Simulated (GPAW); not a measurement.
# Optical response of ScAl3, part 2 of 2

Aim: the dielectric function of ScAl3, and the optical constants that follow from it.

GPAW 26.7.0; DFT, PBE, plane-wave PAW (GPAW data sets), scalar-relativistic, RPA, optical limit.

So far. Step 2 (Ground state): There are states at the Fermi level within the smearing, so the occupations stay smeared and the carriers get a Drude term.

**4. Dielectric function, RPA (continued)**

Some rows of df_x.csv (energy; Re and Im without local fields; Re and Im with them):

```text
0.000000, 12653.460128, -0.000000, 12652.917963, -0.000000
0.460735, -110.226404, 42.854678, -110.798316, 42.822670
0.943989, -7.265486, 23.114637, -7.908384, 22.868528
1.451455, 11.725338, 19.021683, 10.973778, 18.594274
1.984998, 0.323642, 31.636401, 0.137166, 31.012380
2.546682, -3.825714, 20.975340, -3.964559, 20.387208
3.138794, -6.513647, 15.718488, -6.320296, 15.221632
3.763875, -2.871885, 13.454562, -2.561404, 12.747012
4.424758, -4.971732, 13.448936, -4.423173, 13.057675
5.124608, -7.534998, 8.880596, -7.033636, 8.944197
5.866977, -6.892455, 5.911761, -6.578347, 6.232746
6.655862, -5.534210, 3.117872, -5.434275, 3.369409
7.495775, -4.147715, 1.712962, -4.088102, 1.893785
8.391833, -3.060171, 0.832915, -3.144621, 1.003451
9.349861, -2.067860, 0.601773, -2.122096, 0.695133
10.376517, -1.411491, 0.349911, -1.466502, 0.431125
11.479449, -0.928456, 0.239511, -1.013438, 0.292382
12.667487, -0.507714, 0.140806, -0.577423, 0.155852
13.950874, -0.193424, 0.105160, -0.255773, 0.118376
```

Sum at mesh points, not converged in k. Table of Im ε, E ∥ x by photon energy; read off at these points:

| photon energy (eV) | Im ε, E ∥ x |
| --- | --- |
| 0.50 | 37.0 |
| 1.00 | 22.5 |
| 1.50 | 20.2 |
| 1.80 | 34.5 |
| 2.00 | 30.7 |
| 2.50 | 21.3 |
| 3.00 | 17.6 |
| 3.50 | 12.2 |
| 4.00 | 13.1 |
| 4.50 | 13.0 |
| 5.00 | 9.35 |
| 5.50 | 6.97 |
| 6.00 | 5.66 |
| 6.50 | 3.37 |
| 7.00 | 2.58 |
| 7.50 | 1.89 |
| 8.00 | 1.36 |
| 8.50 | 0.890 |
| 9.00 | 0.728 |
| 9.50 | 0.640 |
| 10.00 | 0.502 |
| 10.50 | 0.428 |
| 11.00 | 0.325 |
| 11.50 | 0.288 |
| 12.00 | 0.205 |
| 12.50 | 0.168 |
| 13.00 | 0.147 |
| 13.50 | 0.133 |

Values under 1 per cm are given as 1; sum at mesh points, not converged in k. The absorption coefficient, E ∥ x by photon energy:

| photon energy (eV) | absorption coefficient, E ∥ x (1/cm) |
| --- | --- |
| 0.492 | 4.9e5 |
| 1.010 | 3.9e5 |
| 1.486 | 3.5e5 |
| 1.985 | 7.9e5 |
| 2.508 | 9.1e5 |
| 3.018 | 1.1e6 |
| 3.510 | 1.0e6 |
| 3.980 | 1.1e6 |
| 4.516 | 1.4e6 |
| 4.981 | 1.6e6 |
| 5.515 | 1.6e6 |
| 6.021 | 1.7e6 |
| 6.494 | 1.6e6 |
| 6.985 | 1.6e6 |
| 7.496 | 1.6e6 |
| 8.026 | 1.6e6 |
| 8.516 | 1.5e6 |
| 9.023 | 1.4e6 |
| 9.483 | 1.4e6 |
| 10.026 | 1.3e6 |
| 10.519 | 1.3e6 |
| 11.029 | 1.2e6 |
| 11.479 | 1.2e6 |
| 12.023 | 1.1e6 |
| 12.504 | 1.0e6 |
| 13.000 | 9.2e5 |
| 13.512 | 8.2e5 |

Sum at mesh points, not converged in k. The Im ε, E ∥ x by photon energy; read off at these points:

| photon energy (eV) | without local fields | with local fields |
| --- | --- | --- |
| 0.50 | 37.1 | 37.0 |
| 1.00 | 22.8 | 22.5 |
| 1.50 | 20.7 | 20.2 |
| 1.80 | 35.3 | 34.5 |
| 2.00 | 31.3 | 30.7 |
| 2.50 | 21.9 | 21.3 |
| 3.00 | 18.1 | 17.6 |
| 3.50 | 12.7 | 12.2 |
| 4.00 | 13.7 | 13.1 |
| 4.50 | 13.5 | 13.0 |
| 5.00 | 9.25 | 9.35 |
| 5.50 | 6.67 | 6.97 |
| 6.00 | 5.29 | 5.66 |
| 6.50 | 3.15 | 3.37 |
| 7.00 | 2.38 | 2.58 |
| 7.50 | 1.71 | 1.89 |
| 8.00 | 1.16 | 1.36 |
| 8.50 | 0.751 | 0.890 |
| 9.00 | 0.641 | 0.728 |
| 9.50 | 0.548 | 0.640 |
| 10.00 | 0.438 | 0.502 |
| 10.50 | 0.345 | 0.428 |
| 11.00 | 0.271 | 0.325 |
| 11.50 | 0.236 | 0.288 |
| 12.00 | 0.178 | 0.205 |
| 12.50 | 0.154 | 0.168 |
| 13.00 | 0.132 | 0.147 |
| 13.50 | 0.120 | 0.133 |

Sum at mesh points, not converged in k. Loss function −Im 1/ε at q → 0, E ∥ x against energy loss; read off at these points:

| energy loss (eV) | loss function −Im 1/ε at q → 0, E ∥ x |
| --- | --- |
| 0.5 | 0.00388 |
| 1.0 | 0.0413 |
| 1.5 | 0.0351 |
| 2.0 | 0.0326 |
| 2.5 | 0.0453 |
| 3.0 | 0.0498 |
| 3.5 | 0.0748 |
| 4.0 | 0.0742 |
| 4.5 | 0.0681 |
| 5.0 | 0.0673 |
| 5.5 | 0.0747 |
| 6.0 | 0.0711 |
| 6.5 | 0.0771 |
| 7.0 | 0.0806 |
| 7.5 | 0.0934 |
| 8.0 | 0.0926 |
| 8.5 | 0.0911 |
| 9.0 | 0.119 |
| 9.5 | 0.141 |
| 10.0 | 0.162 |
| 10.5 | 0.199 |
| 11.0 | 0.225 |
| 11.5 | 0.263 |
| 12.0 | 0.298 |
| 12.5 | 0.391 |
| 13.0 | 0.598 |
| 13.5 | 0.947 |

Sum at mesh points, not converged in k. Table of reflectivity at normal incidence, E ∥ x by photon energy; read off at these points:

| photon energy (eV) | reflectivity at normal incidence, E ∥ x (%) |
| --- | --- |
| 0.50 | 92.6 |
| 1.00 | 61.2 |
| 1.50 | 48.8 |
| 2.00 | 60.5 |
| 2.50 | 58.7 |
| 3.00 | 60.1 |
| 3.50 | 53.0 |
| 4.00 | 50.6 |
| 4.50 | 55.2 |
| 5.00 | 61.6 |
| 5.50 | 62.8 |
| 6.00 | 66.3 |
| 6.50 | 69.7 |
| 7.00 | 71.3 |
| 7.50 | 71.5 |
| 8.00 | 74.5 |
| 8.50 | 78.0 |
| 8.58 | 78.3 |
| 9.00 | 76.3 |
| 9.50 | 75.2 |
| 10.00 | 75.6 |
| 10.50 | 74.7 |
| 10.88 | 77.0 |
| 11.00 | 76.1 |
| 11.50 | 75.6 |
| 12.00 | 77.9 |
| 12.50 | 77.5 |
| 13.00 | 75.3 |
| 13.50 | 72.3 |

Optical constants at common wavelengths, from n + ik = √ε:

| wavelength (nm) | n | k | R (%) | 1/α |
| --- | --- | --- | --- | --- |
| 1550 | 2.17 | 4.822 | 73.9 | 26 nm |
| 800 | 4.54 | 2.484 | 50.7 | 26 nm |
| 633 | 4.02 | 3.924 | 60.4 | 13 nm |
| 450 | 2.98 | 3.467 | 57.2 | 10 nm |
| 365 | 2.12 | 2.992 | 54.6 | 9.7 nm |
| 308 | 2.35 | 2.810 | 50.8 | 8.7 nm |
| 248 | 1.52 | 3.079 | 61.6 | 6.4 nm |

A polished face would reflect 60 % of daylight and look light grey (CIE x = 0.317, y = 0.333 under D65).

**5. Results**

In words: At this level (PBE, RPA) ScAl3 is a metal. The mesh is too coarse to trust the carriers' weight, the reflectivity or the colour to better than tens of per cent. A polished face would reflect 60 % of daylight and look light grey (CIE x = 0.317, y = 0.333 under D65). The carriers' damping of 0.05 eV is typed, not computed; it shapes the response at the lowest energies. In this version of GPAW the matrix elements of the optical limit are incomplete, which can lower ε − 1 by up to a tenth where first-row anions or d states rule, and shift it by more in d metals. GPAW's carrier term has the form −ωp²/(ω + i·rate)², which damps like twice the rate and fails at low energy, so the curves leave the lowest energies out. The sum runs over mesh points 0.14 Å⁻¹ apart with no interpolation, so peaks are partly noise of the mesh, and the Drude plasma energy, a sum over the Fermi surface, isn't converged.

[Machine, clock and banner lines and Python warnings are left out of the logs.]

[Logs are printed without paths, hosts, clocks, repeated set-up lines and the standing remarks that a program may print on its own settings, such as how far it seeks lower states.]

[Hosts, paths, dates, database ids (printed as entryN), source tags and the programs' standing remarks are cut or masked in the printed files.]
